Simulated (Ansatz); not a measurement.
# La on Ni(100): change of the work function, part 4 of 4

How does La on the hollow site change the work function of Ni(100) as the layer fills?

Ansatz 0.2.0; plane-wave DFT, PBE, Ansatz PAW.

So far, work function, upper face (eV): step 2 (the clean slab) 4.88; step 3 (37 atoms, coverage 0.111 ML, cell 3x3) 2.62.

### Step 4. The covered slab, k-mesh 6×6×1, coverage 0.25 ML (continued)

Projected DOS per atom, spin up over height of the atomic layer and energy from the Fermi level. Layers: Ni4 Ni4 Ni4 Ni4 La from below.

Ten even steps from '_' (0.0 states/eV) to '@' (5.7 states/eV), each cell a mean:
```
________@@
________::
________..
________..
__________
..::::::__
--::::::__
--::::--..
::....::__
::::::::__
........__
........__
..::::..__
__....____
__________
__________
__________
__________
__________
__________
__________
__________
```
Columns: height of the atomic layer (Å) from 9 to 16.2; rows upwards: energy from the Fermi level (eV) from -7.96 to 1.95.

Projected DOS per atom, spin down over height of the atomic layer and energy from the Fermi level. Layers: Ni4 Ni4 Ni4 Ni4 La from below.

Values in states/eV, 22 rows by 5 columns, each cell a mean:
```
0.1 0.2 0.1 0.2 6.5
0.1 0.1 0.1 0.1 1.7
0.2 0.2 0.2 0.2 1.1
1.0 0.8 0.7 0.4 0.7
1.9 1.4 1.4 1.0 0.4
1.8 1.2 1.4 1.2 0.5
1.8 1.2 1.1 1.7 0.8
1.5 1.1 1.3 1.3 0.5
0.9 1.0 1.2 1.8 0.8
0.9 1.0 0.8 1.0 0.2
0.5 0.7 0.6 0.8 0.2
0.5 1.2 1.1 0.7 0.2
0.3 0.5 0.6 0.4 0.2
0.2 0.4 0.4 0.3 0.1
0.1 0.2 0.2 0.1 0.1
0.1 0.1 0.1 0.1 0.0
0.1 0.1 0.1 0.1 0.0
0.1 0.1 0.1 0.1 0.0
0.1 0.1 0.1 0.1 0.0
0.0 0.1 0.1 0.0 0.0
0.0 0.1 0.1 0.0 0.0
0.0 0.1 0.1 0.0 0.0
```
Columns: height of the atomic layer (Å) from 9 to 16.2; rows upwards: energy from the Fermi level (eV) from -7.96 to 1.95.

Site moment by atom:

```csv
atom,site moment (μB)
Ni1,0.751
Ni2,0.685
Ni3,0.619
Ni4,0.310
Ni5,0.770
Ni6,0.685
Ni7,0.596
Ni8,0.310
Ni9,0.770
Ni10,0.685
Ni11,0.596
Ni12,0.310
Ni13,0.753
Ni14,0.685
Ni15,0.572
Ni16,0.310
La17,-0.053
```

Spin density in the ca plane at fractional y = 0.250, with atoms of Ni and La within 0.2 Å of it.

Values in units of 1e-1 e/Å³, 7 rows by 16 columns, each cell a mean:
```
 0.0  0.6  0.3 -0.1  0.0  0.7  0.0  0.0  0.0  0.0  0.0  0.0  0.0  0.0  0.0  0.0
 0.0  7.8  4.3 -0.1  0.3  9.4  0.1  0.0  0.0  0.0  0.0  0.0  0.0  0.0  0.0  0.0
 0.0  1.4  0.8 -0.1  0.0  1.8  0.0  0.0  0.0  0.0  0.0  0.0  0.0  0.0  0.0  0.0
 0.0  0.0 -0.1 -0.1 -0.1  0.0 -0.1 -0.1 -0.1  0.0  0.0  0.0  0.0  0.0  0.0  0.0
 0.0  3.7  2.1 -0.1  0.1  4.7  0.1 -0.1 -0.1 -0.1  0.0  0.0  0.0  0.0  0.0  0.0
 0.0  5.8  3.2 -0.1  0.1  7.4  0.1 -0.1 -0.1 -0.1  0.0  0.0  0.0  0.0  0.0  0.0
 0.0  0.1  0.0 -0.1 -0.1  0.1  0.0 -0.1 -0.1  0.0  0.0  0.0  0.0  0.0  0.0  0.0
```
Columns run along c (16.0 Å, from fractional 0.28 to 0.89 of the cell), rows up along a (5.0 Å). Atoms in or near the plane, at fractional coordinates: Ni at (0.34, 0.25), Ni at (0.48, 0.25), Ni at (0.34, 0.75), Ni at (0.48, 0.75), La at (0.62, 0.25).

ELF in the ca plane at fractional y = 0.250, with atoms of Ni and La within 0.2 Å of it. It is the smooth field of the valence electrons, not physical close to the nuclei.

Ten even steps from '0' (0.00) to '9' (0.84), each cell a mean:
```
12222223322332222333333111110011110000000000
11123322222322332233333210000011000000000000
11135642222223663223333321100010000000000000
11135642222223663223333321100010000000000000
11123322222322332233333210000011000000000000
12222223322332222333333211110011110000000000
12222223322333223333333356642111111000000000
11122222322322222233334799984211111000000000
11124532222222453223226855896211111100000000
11136742222223674223227710697311111100000000
11124532222222453223226855896211111100000000
11122222322322222233334799984211111000000000
12232223322333223333333356642111111000000000
```
Columns run along c (16.0 Å, from fractional 0.28 to 0.89 of the cell), rows up along a (5.0 Å). Atoms in or near the plane, at fractional coordinates: Ni at (0.34, 0.25), Ni at (0.48, 0.25), Ni at (0.34, 0.75), Ni at (0.48, 0.75), La at (0.62, 0.25).

Valence density in the ca plane at fractional y = 0.250, with atoms of Ni and La within 0.2 Å of it. It is the smooth field of the valence electrons, not physical close to the nuclei.

Ten steps, logarithmic in the rise over the least value, from '0' (0 e/Å³) to '9' (43 e/Å³), each cell a mean:
```
00001111111111111111100000000000000000000000
00024531100013553100000000000000000000000000
00148962100015995100000000000000000000000000
00148962100015895100000000000000000000000000
00024531100013553100000000000000000000000000
00001111111111111111100000000000000000000000
00001111111111111111111111100000000000000000
00012321111011332111111223210000000000000000
00136852100014774110012333321000000000000000
00148972100015996210012333321000000000000000
00136752100014774110012333321000000000000000
00012321111011231111111223210000000000000000
00001111111111111111110111100000000000000000
```
Columns run along c (16.0 Å, from fractional 0.28 to 0.89 of the cell), rows up along a (5.0 Å). Atoms in or near the plane, at fractional coordinates: Ni at (0.34, 0.25), Ni at (0.48, 0.25), Ni at (0.34, 0.75), Ni at (0.48, 0.75), La at (0.62, 0.25).

The relaxation took 8 steps and lowered the energy by 1.9 eV; the largest force on the free atoms ends at 0.0066 eV/Å.

By hand: a sheet of dipoles makes a step −p/(ε₀A) in the electron's potential. With e/ε₀ = 180.95 V·Å, p = 0.3589 e·Å and A = 24.78 Å², that is −180.95 × (0.3589) / 24.78 = -2.620 eV, and the two vacuum levels of the run differ by -2.620 eV.

The covered face has 2.28 eV, -2.60 eV against the clean one; the bare back face has moved by +0.02 eV, a measure of how thin the slab is.

### Step 5. Work function against coverage

This step: plane-wave DFT, PBE, Ansatz PAW; work function against coverage (Ansatz 0.2.0).

The runs are now put side by side.

Numbers from this step:

- work function of the clean face: 4.883 eV
- largest change of the work function: -2.605 eV

Work function of the covered face against coverage:

```csv
coverage (adsorbates/nm²),work function of the covered face (eV)
0.00,4.88
1.79,2.62
4.04,2.28
```

The dipole per adsorbate comes from the change of the cell's dipole. Coverage, by row:

```csv
coverage (1/nm²),coverage (ML),work function (eV),change (eV),"dipole per adsorbate, positive end outwards (debye)",mean height of the added atoms over the highest substrate atom (Å)
1.793,0.1111,2.616,-2.267,3.374,1.919
4.035,0.25,2.278,-2.605,1.724,1.92
```

### Step 6. What came out

| Quantity | Value |
| --- | --- |
| work function of the clean face | 4.88 eV |
| work function at 0.11 ML | 2.62 eV |
| work function at 0.25 ML | 2.28 eV |
| dipole per adsorbate at 0.11 ML, positive end outwards | 3.37 D |

What this shows: La lowers the work function of Ni(100) at the lowest coverage, by 2.27 eV: the adsorbate layer has its positive end outwards. The slab has 4 layers, at the tabulated experimental lattice constant, one starting site was run, and quantum-size effects of a slab this thin can reach one or two tenths of an eV. The magnetic order is the one reached from the typed start; other orders were not compared.

[Logs are printed without paths, hosts, clocks, repeated set-up lines and the standing remarks that a program may print on its own settings, such as how far it seeks lower states.]

[Hosts, paths, dates, database ids (printed as entryN), source tags and the programs' standing remarks are cut or masked in the printed files.]

[Maps of the electrostatic potential energy from Ansatz leave out the sawtooth potential of an applied field or a dipole correction, so their vacuum need not be flat; planar profiles and work functions include it.]
